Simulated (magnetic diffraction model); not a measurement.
**PrCuSn₂Ge: what an assumed order does to the neutron pattern**

Space group Cmmm (no. 65), a = 4.4600 Å, b = 22.9980 Å, c = 4.4210 Å.

```csv
site,atom,x,y,z
4j,Pr,1/2,0.1707,1/2
4i,Sn,0,0.2147,0
4i,Sn,0,0.4464,0
4j,Ge,0,0.0550,1/2
4i,Cu,1/2,0.3928,0
```

The compound is invented for this exercise: a known structure type with other elements, its cell scaled to their sizes and not relaxed.

Only Pr is taken to order (form factors of Pr3+); orders and moment sizes are assumed, and not adapted to the symmetry. Radiation: neutrons of λ = 1.8 Å, 3° to 45°; isotropic B of 0.45 Å² (Pr), 0.48 Å² (Sn), 0.56 Å² (Ge) and 0.69 Å² (Cu). Simulated constant-wavelength pattern: nuclear and magnetic terms add, the magnetic one as |2.695 fm × Σ f S⊥ exp(2πi Q·r) exp(−B s²)|², summed over all Q at one angle with the factor 1/(sin²θ cos θ). For collinear order S is the moment m, which repeats by lattice and centring translations R with the sign exp(−2πi k·R). Free-ion form factors, Sears's scattering lengths of 1992, no absorption; a label names one of the reflections at its angle. The strongest nuclear line in the range is 100, and lines under 0.2 are left out.

Assume the order k = (1/2 1/2 0), collinear moments along [010], 1.7 μB on Pr; signs + at (1/2, 0.1707, 1/2), + at (0, 0.3293, 1/2).

Predict the pattern, nuclear and magnetic parts apart.

```
2θ (°)          index  nuclear  magnetic
  8.98        (0 2 0)     23.6       0.0
 11.80    (1/2 1/2 0)      0.0       8.8
 16.16    (1/2 5/2 0)      0.0       2.7
 18.01        (0 4 0)      1.0       0.0
 19.59   (1/2 -7/2 0)      0.0       1.0
 23.49        (0 0 1)      8.4       0.0
 23.72        (1 1 0)     14.9       0.0
 25.20        (0 2 1)      2.2       0.0
 26.36    (1/2 1/2 1)      0.0       3.4
 27.00        (1 3 0)      0.7       0.0
 27.16        (0 6 0)      8.2       0.0
 27.50  (1/2 -11/2 0)      0.0       0.3
 28.64    (1/2 5/2 1)      0.0       2.7
 29.76        (0 4 1)      0.3       0.0
 30.77   (1/2 -7/2 1)      0.0       1.6
 32.65        (1 5 0)      4.5       0.0
 33.63        (1 1 1)      5.0       0.0
 35.31   (3/2 -1/2 0)      0.0       0.9
 36.09        (1 3 1)    100.0       0.0
 36.21        (0 6 1)     12.3       0.0
 36.48  (1/2 -11/2 1)      0.0       1.1
 36.49        (0 8 0)     10.7       0.0
 37.10   (3/2 -5/2 0)      0.0       0.8
 38.81    (3/2 7/2 0)      0.0       0.6
 39.78        (1 7 0)     10.1       0.0
 39.88   (1/2 13/2 1)      0.0       0.5
 40.62        (1 5 1)      1.8       0.0
 42.85   (3/2 -1/2 1)      0.0       1.2
 43.61   (3/2 11/2 0)      0.0       0.4
 43.86        (0 8 1)      6.9       0.0
 44.38   (3/2 -5/2 1)      0.0       1.1
```

The strongest magnetic line in the range is (1/2 1/2 0) at 11.80° (8.8). On top of the Lorentz factor, which all lines share, magnetic lines fade with angle because f falls: for Pr3+ it is 0.97, 0.88, 0.76 and 0.50 at sin θ/λ = 0.1, 0.2, 0.3 and 0.5 Å⁻¹, while nuclear lengths stay constant. The order has no net moment.

[Logs are printed without paths, hosts, clocks, repeated set-up lines and the standing remarks that a program may print on its own settings, such as how far it seeks lower states.]
